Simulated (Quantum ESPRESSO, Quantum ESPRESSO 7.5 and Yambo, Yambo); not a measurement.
# A GW chain in Yambo: Diamond (Fd-3m, 2 atoms a cell)

Wanted: ground state, empty states, screening and self-energy for Diamond (Fd-3m, 2 atoms a cell).

Main program and level: Quantum ESPRESSO 7.5 and Yambo 5.3.0; PBE and many-body steps on it, plane waves.

**The experiments to reproduce.**

- Gap 5.5 eV: band gap, experimental literature value; bulk crystal (quoted in “Fermi level pinning by defects can explain the large reported carbon 1s binding energy variations in diamond”, 2019, arxiv:1902.02958).

- Gap 5.47 eV: experimental band gap used as input; bulk crystal (quoted in “Enhanced Electron Emission Performance and Air‐Surface Stability in ScO‐Terminated Diamond for Thermionic Energy Converters”, 2024, pmc:11600692).

### Step 1. Starting point

It takes space group Fd-3m (No. 227, cubic). Conventional cell: a = 3.567 Å, b = 3.567 Å, c = 3.567 Å, α = 90.00°, β = 90.00°, γ = 90.00°. Nearest to C lie 4 C at 1.54 Å.

The cell and positions come from the Crystallography Open Database and are kept as given unless a step says otherwise.

### Step 2. Ground state

This step: Quantum ESPRESSO 7.5; DFT, PBE, plane waves, norm-conserving pseudopotentials.

The ground-state density comes first.

pw.in

```
&control
  calculation = 'scf'
  prefix = 'x'
  outdir = 'o'
  pseudo_dir = 'pseudo'
/
&system
  ibrav = 0
  nat = 2
  ntyp = 1
  ecutwfc = 74.0
  nbnd = 9
  force_symmorphic = .true.
/
&electrons
  conv_thr = 1e-10
  electron_maxstep = 80
  mixing_beta = 0.5
/
ATOMIC_SPECIES
  C 12.011 C.upf
CELL_PARAMETERS angstrom
  -0.0000000000 1.7833700000 1.7833700000
  1.7833700000 -0.0000000000 1.7833700000
  1.7833700000 1.7833700000 0.0000000000
ATOMIC_POSITIONS crystal
  C 0.0000000000 0.0000000000 0.0000000000
  C 0.2500000000 0.2500000000 0.2500000000
K_POINTS automatic
  10 10 10 0 0 0
```

Started as:

```console
OMP_NUM_THREADS=1 mpirun -n 4 pw.x -nk 4 -in pw.in > pw.out
```

Log:

```text
Program PWSCF v.7.5 starts

     This program is part of the open-source Quantum ESPRESSO suite
     for quantum simulation of materials; please cite
         "P. Giannozzi et al., J. Phys.:Condens. Matter 21 395502 (2009);
         "P. Giannozzi et al., J. Phys.:Condens. Matter 29 465901 (2017);
         "P. Giannozzi et al., J. Chem. Phys. 152 154105 (2020);
     in publications or presentations arising from this work. More details at
     Message from routine setup:
     using ibrav=0 with symmetry is DISCOURAGED, use correct ibrav instead

     G-vector sticks info

     bravais-lattice index     =            0
     lattice parameter (alat)  =       4.7660  a.u.
     unit-cell volume          =      76.5510 (a.u.)^3
     number of atoms/cell      =            2
     number of atomic types    =            1
     number of electrons       =         8.00
     number of Kohn-Sham states=            9
     kinetic-energy cutoff     =      74.0000  Ry
     charge density cutoff     =     296.0000  Ry
     scf convergence threshold =      1.0E-10
     mixing beta               =       0.5000
     number of iterations used =            8  plain     mixing
     Exchange-correlation= PBE
                           (   1   4   3   4   0   0   0)

     celldm(1)=   4.766014  celldm(2)=   0.000000  celldm(3)=   0.000000
     celldm(4)=   0.000000  celldm(5)=   0.000000  celldm(6)=   0.000000

     crystal axes: (cart. coord. in units of alat)
               a(1) = (  -0.000000   0.707107   0.707107 )
               a(2) = (   0.707107  -0.000000   0.707107 )
               a(3) = (   0.707107   0.707107   0.000000 )

     reciprocal axes: (cart. coord. in units 2 pi/alat)
               b(1) = ( -0.707107  0.707107  0.707107 )
               b(2) = (  0.707107 -0.707107  0.707107 )
               b(3) = (  0.707107  0.707107 -0.707107 )
     Pseudo is Norm-conserving + core correction, Zval =  4.0
     Generated using ONCVPSP code by D. R. Hamann
     Using radial grid of 1248 points,  4 beta functions with:
     C                 4.00    12.01100     C ( 1.00)

     24 Sym. Ops. (no inversion) found

   Cartesian axes

     site n.     atom                  positions (alat units)
         1        C      tau(   1) = (   0.0000000   0.0000000   0.0000000  )
         2        C      tau(   2) = (   0.3535534   0.3535534   0.3535534  )

     number of k points=    47
                       cart. coord. in units 2pi/alat
        k(    1) = (   0.0000000   0.0000000   0.0000000), wk =   0.0020000
        k(    2) = (   0.0707107   0.0707107  -0.0707107), wk =   0.0160000
        k(    3) = (   0.1414214   0.1414214  -0.1414214), wk =   0.0160000
        k(    4) = (   0.2121320   0.2121320  -0.2121320), wk =   0.0160000
        k(    5) = (   0.2828427   0.2828427  -0.2828427), wk =   0.0160000
        k(    6) = (  -0.3535534  -0.3535534   0.3535534), wk =   0.0080000
        k(    7) = (   0.1414214  -0.0000000   0.0000000), wk =   0.0120000
        k(    8) = (   0.2121320   0.0707107  -0.0707107), wk =   0.0480000
        k(    9) = (   0.2828427   0.1414214  -0.1414214), wk =   0.0480000
        k(   10) = (   0.3535534   0.2121320  -0.2121320), wk =   0.0480000
     [... 35 further rows ...]
        k(   46) = (  -0.0707107  -0.3535534   0.6363961), wk =   0.0480000
        k(   47) = (  -0.7071068   0.2828427   0.0000000), wk =   0.0240000

     Dense  grid:     6615 G-vectors     FFT dimensions: (  27,  27,  27)

     Initial potential from superposition of free atoms

     starting charge       7.9999, renormalised to       8.0000
     Starting wfcs are    8 randomized atomic wfcs +    1 random wfcs

     per-process dynamical memory:     8.8 Mb

     Self-consistent Calculation

     iteration #  1     ecut=    74.00 Ry     beta= 0.50

     total energy              =     -24.07578109 Ry
     estimated scf accuracy    <       0.11539985 Ry

     iteration #  2     ecut=    74.00 Ry     beta= 0.50

     total energy              =     -24.07376405 Ry
     estimated scf accuracy    <       0.01688628 Ry

     iteration #  3     ecut=    74.00 Ry     beta= 0.50

     total energy              =     -24.07527947 Ry
     estimated scf accuracy    <       0.00018081 Ry

     iteration #  4     ecut=    74.00 Ry     beta= 0.50

     total energy              =     -24.07530937 Ry
     estimated scf accuracy    <       0.00000629 Ry

     iteration #  5     ecut=    74.00 Ry     beta= 0.50

     total energy              =     -24.07531040 Ry
     estimated scf accuracy    <       0.00000023 Ry

     iteration #  6     ecut=    74.00 Ry     beta= 0.50

     total energy              =     -24.07531036 Ry
     estimated scf accuracy    <       0.00000013 Ry

     iteration #  7     ecut=    74.00 Ry     beta= 0.50

     total energy              =     -24.07531038 Ry
     estimated scf accuracy    <          8.4E-09 Ry

     iteration #  8     ecut=    74.00 Ry     beta= 0.50

     End of self-consistent calculation

          k = 0.0000 0.0000 0.0000 (   869 PWs)   bands (ev):

    -8.1303  13.3585  13.3585  13.3585  18.9841  18.9841  18.9841  26.6878
    32.6551

          k = 0.0707 0.0707-0.0707 (   845 PWs)   bands (ev):

    -7.8537  11.6837  12.9120  12.9120  19.5707  19.5707  19.9297  26.9242
    33.0996

          k = 0.1414 0.1414-0.1414 (   833 PWs)   bands (ev):

    -7.0288   8.4748  12.0326  12.0326  20.7046  20.7046  21.1406  27.5827
    33.8681

          k = 0.2121 0.2121-0.2121 (   827 PWs)   bands (ev):

     [... further k-points ...]

     highest occupied, lowest unoccupied level (ev):    13.3585   17.5877

!    total energy              =     -24.07531038 Ry
     estimated scf accuracy    <          4.7E-12 Ry

     The total energy is the sum of the following terms:
     one-electron contribution =       8.24760034 Ry
     hartree contribution      =       1.93189067 Ry
     xc contribution           =      -8.68011289 Ry
     ewald contribution        =     -25.57468850 Ry

     convergence has been achieved in   8 iterations

     XML data file, charge density, pseudopotentials, collected wavefunctions

=------------------------------------------------------------------------------=
   JOB DONE.
=------------------------------------------------------------------------------=
```

Elapsed: 2.1 s, on 4 MPI ranks of Arm Neoverse V1, shared host; peak memory 0.17 GiB.

Numbers from this step:

```
total energy               : -327.5613 eV
gap                        : 4.229 eV
k of the valence top       : 0, 0, 0
k of the conduction bottom : 0, 0.4, 0.4
least direct gap           : 5.626 eV
```

The gap is indirect, with the least direct gap 1.40 eV higher.

### Step 3. Bands along the symmetry lines

The cheap functional maps the bands first; the places of the edges decide which points the dearer methods must see.

pw.in

```
&control
  calculation = 'bands'
  prefix = 'x'
  outdir = 'o'
  pseudo_dir = 'pseudo'
/
&system
  ibrav = 0
  nat = 2
  ntyp = 1
  ecutwfc = 74.0
  nbnd = 10
  force_symmorphic = .true.
/
&electrons
  conv_thr = 1e-9
  electron_maxstep = 80
  diago_full_acc = .true.
  diago_thr_init = 5e-6
/
ATOMIC_SPECIES
  C 12.011 C.upf
CELL_PARAMETERS angstrom
  -0.0000000000 1.7833700000 1.7833700000
  1.7833700000 -0.0000000000 1.7833700000
  1.7833700000 1.7833700000 0.0000000000
ATOMIC_POSITIONS crystal
  C 0.0000000000 0.0000000000 0.0000000000
  C 0.2500000000 0.2500000000 0.2500000000
K_POINTS crystal
  50
  0.00000000 0.00000000 0.00000000 1
  0.06250000 0.00000000 0.06250000 1
  0.12500000 0.00000000 0.12500000 1
  0.18750000 0.00000000 0.18750000 1
  0.25000000 0.00000000 0.25000000 1
  0.31250000 0.00000000 0.31250000 1
  0.37500000 0.00000000 0.37500000 1
  0.43750000 0.00000000 0.43750000 1
  0.50000000 0.00000000 0.50000000 1
  0.51562500 0.03125000 0.51562500 1
  0.53125000 0.06250000 0.53125000 1
  0.54687500 0.09375000 0.54687500 1
  0.56250000 0.12500000 0.56250000 1
  0.57812500 0.15625000 0.57812500 1
  0.59375000 0.18750000 0.59375000 1
  0.60937500 0.21875000 0.60937500 1
  0.62500000 0.25000000 0.62500000 1
  0.37500000 0.37500000 0.75000000 1
  0.32812500 0.32812500 0.65625000 1
  0.28125000 0.28125000 0.56250000 1
  0.23437500 0.23437500 0.46875000 1
  0.18750000 0.18750000 0.37500000 1
  0.14062500 0.14062500 0.28125000 1
  0.09375000 0.09375000 0.18750000 1
  0.04687500 0.04687500 0.09375000 1
  0.00000000 0.00000000 0.00000000 1
  0.06250000 0.06250000 0.06250000 1
  0.12500000 0.12500000 0.12500000 1
  0.18750000 0.18750000 0.18750000 1
  0.25000000 0.25000000 0.25000000 1
  0.31250000 0.31250000 0.31250000 1
  0.37500000 0.37500000 0.37500000 1
  0.43750000 0.43750000 0.43750000 1
  0.50000000 0.50000000 0.50000000 1
  0.50000000 0.46875000 0.53125000 1
  0.50000000 0.43750000 0.56250000 1
  0.50000000 0.40625000 0.59375000 1
  0.50000000 0.37500000 0.62500000 1
  0.50000000 0.34375000 0.65625000 1
  0.50000000 0.31250000 0.68750000 1
  0.50000000 0.28125000 0.71875000 1
  0.50000000 0.25000000 0.75000000 1
  0.50000000 0.21875000 0.71875000 1
  0.50000000 0.18750000 0.68750000 1
  0.50000000 0.15625000 0.65625000 1
  0.50000000 0.12500000 0.62500000 1
  0.50000000 0.09375000 0.59375000 1
  0.50000000 0.06250000 0.56250000 1
  0.50000000 0.03125000 0.53125000 1
  0.50000000 0.00000000 0.50000000 1
```

Log:

```text
[banner, memory and clock lines left out]
Program PWSCF v.7.5 starts

     Atomic positions and unit cell read from directory:
     o/x.save/

     Message from routine setup:
     using ibrav=0 with symmetry is DISCOURAGED, use correct ibrav instead

     G-vector sticks info

     bravais-lattice index     =            0
     lattice parameter (alat)  =       4.7660  a.u.
     unit-cell volume          =      76.5510 (a.u.)^3
     number of atoms/cell      =            2
     number of atomic types    =            1
     number of electrons       =         8.00
     number of Kohn-Sham states=           10
     kinetic-energy cutoff     =      74.0000  Ry
     charge density cutoff     =     296.0000  Ry
     Exchange-correlation= PBE
                           (   1   4   3   4   0   0   0)

     celldm(1)=   4.766014  celldm(2)=   0.000000  celldm(3)=   0.000000
     celldm(4)=   0.000000  celldm(5)=   0.000000  celldm(6)=   0.000000

     crystal axes: (cart. coord. in units of alat)
               a(1) = (  -0.000000   0.707107   0.707107 )
               a(2) = (   0.707107  -0.000000   0.707107 )
               a(3) = (   0.707107   0.707107   0.000000 )

     reciprocal axes: (cart. coord. in units 2 pi/alat)
               b(1) = ( -0.707107  0.707107  0.707107 )
               b(2) = (  0.707107 -0.707107  0.707107 )
               b(3) = (  0.707107  0.707107 -0.707107 )
     Pseudo is Norm-conserving + core correction, Zval =  4.0
     Generated using ONCVPSP code by D. R. Hamann
     Using radial grid of 1248 points,  4 beta functions with:
     C                 4.00    12.01100     C ( 1.00)

     24 Sym. Ops. (no inversion) found

   Cartesian axes

     site n.     atom                  positions (alat units)
         1        C      tau(   1) = (   0.0000000   0.0000000   0.0000000  )
         2        C      tau(   2) = (   0.3535534   0.3535534   0.3535534  )

     number of k points=    50
                       cart. coord. in units 2pi/alat
        k(    1) = (   0.0000000   0.0000000   0.0000000), wk =   0.0400000
        k(    2) = (   0.0000000   0.0883883   0.0000000), wk =   0.0400000
        k(    3) = (   0.0000000   0.1767767   0.0000000), wk =   0.0400000
[...]
[... 38 further rows ...]
        k(   49) = (   0.0441942   0.7071068   0.0000000), wk =   0.0400000
        k(   50) = (   0.0000000   0.7071068   0.0000000), wk =   0.0400000

     Dense  grid:     6615 G-vectors     FFT dimensions: (  27,  27,  27)

     The potential is recalculated from file :
     o/x.save/charge-density

     Starting wfcs are    8 randomized atomic wfcs +    2 random wfcs

     Band Structure Calculation

     End of band structure calculation

          k = 0.0000 0.0000 0.0000 (   869 PWs)   bands (ev):

    -8.1303  13.3585  13.3585  13.3585  18.9841  18.9841  18.9841  26.6878
    32.6551  40.2185

          k = 0.0000 0.0884 0.0000 (   857 PWs)   bands (ev):

    -7.9862  12.8048  12.8048  13.0081  18.8721  19.6614  19.6614  26.7808
    32.9077  37.0016

          k = 0.0000 0.1768 0.0000 (   841 PWs)   bands (ev):

    -7.5547  11.6312  11.6312  12.0337  18.5779  21.2005  21.2005  26.6860
    33.5980  34.2423

          k = 0.0000 0.2652-0.0000 (   833 PWs)   bands (ev):

[...]
k =-0.0000 0.4419 0.0000 (   829 PWs)   bands (ev):

[...]
k = 0.0000 0.5303-0.0000 (   817 PWs)   bands (ev):

[...]
k =-0.0000 0.6187 0.0000 (   810 PWs)   bands (ev):

[...]
k = 0.5303 0.5303-0.0000 (   824 PWs)   bands (ev):

[...]
k = 0.1326 0.7071-0.0000 (   812 PWs)   bands (ev):

[...]
k = 0.0884 0.7071-0.0000 (   814 PWs)   bands (ev):

[...]
k = 0.0442 0.7071 0.0000 (   810 PWs)   bands (ev):

     0.6056   0.6056   6.9628   6.9628  18.3335  18.3335  30.1085  30.1085
    36.5032  36.5032

          k = 0.0000 0.7071 0.0000 (   806 PWs)   bands (ev):

     0.5824   0.5824   7.0432   7.0432  18.1846  18.1846  30.1783  30.1783
    36.5918  36.5918

     XML data file, pseudopotentials, collected wavefunctions
```

It took 1.2 s on 4 MPI ranks; peak memory 0.05 GiB; 4.6 s of CPU time.

Numbers from this step:

- gap: 4.190 eV
- k of the valence top: 0, 0, 0
- k of the conduction bottom: 0.375, 0, 0.375
- least direct gap: 5.626 eV

The gap is 4.190 eV, −0.039 eV from the run before at this level.

The electronic bands at the labelled points (eV, zero at the top of the highest filled band; v1 is the highest filled band, c1 the lowest empty one):

```tsv
point	v4	v3	v2	v1	c1	c2	c3	c4
Γ	-21.49	0.00	0.00	0.00	5.63	5.63	5.63	13.33
halfway	-19.21	-4.52	-4.13	-4.13	4.49	10.32	11.62	11.62
X	-12.78	-12.78	-6.32	-6.32	4.83	4.83	16.82	16.82
halfway	-12.69	-12.52	-7.58	-6.08	5.06	6.73	16.13	16.47
U	-12.99	-11.74	-9.33	-5.38	5.74	10.80	14.39	15.64
jump to K	-12.99	-11.74	-9.33	-5.38	5.74	10.80	14.39	15.64
halfway	-18.93	-6.52	-5.57	-1.75	8.19	8.69	10.10	13.68
Γ	-21.49	0.00	0.00	0.00	5.63	5.63	5.63	13.33
halfway	-19.77	-6.60	-1.75	-1.75	7.83	7.83	8.19	14.64
L	-15.71	-13.39	-2.81	-2.81	8.52	8.52	8.89	15.71
halfway	-14.70	-12.38	-6.32	-4.70	8.36	9.50	13.08	14.89
W	-11.99	-11.99	-8.33	-8.33	10.68	10.68	12.35	12.35
halfway	-12.44	-12.44	-7.33	-7.33	6.93	6.93	15.58	15.58
X	-12.78	-12.78	-6.32	-6.32	4.83	4.83	16.82	16.82
```

The electronic bands as a text plot (rows in eV, shown from -8.0 to 10.2 only):

```
    9.8 |    +           +    +++                     ++ + +
    9.1 |                       +              +++++++ ++   +
    8.3 |       ++            +++++         +++++++++++
    7.5 |  ++           +   ++     ++      ++
    6.8 |         +    +   +     ++      ++                  +
    6.0 | +               +        +++  +                     +
    5.3 |++++      ++ ++++            ++                       ++
    4.5 |    ++++++++++
    3.7 |
    3.0 |
    2.2 |
    1.5 |
    0.7 |
    0.0 |**                        ******
   -0.8 | *                      **  *  ***
   -1.6 |  **                   *          **
   -2.3 |                     **   **    **  ***
   -3.1 |    *                                  *****
   -3.8 |     **            **   **                 **
   -4.6 |     **           *     **        *          *
   -5.3 |       **       **     *                    * *
   -6.1 |         *******                             *         *
   -6.9 |       **    *       ***           *           *     **
   -7.6 |              *                               * *   *
         Γ           X  U|K            Γ         L        W     X
```

(Continued in part 2 of 3.)

[Paths, hosts, dates, memory and timing lines, banners, echoed tables and standing remarks are left out of the program output.]

[Logs are printed without paths, hosts, clocks, repeated set-up lines and the standing remarks that a program may print on its own settings, such as how far it seeks lower states.]

[Runs of the session that timed out or met a known fault of the program may be left out.]

[Hosts, paths, dates, database ids (printed as entryN), source tags and the programs' standing remarks are cut or masked in the printed files.]
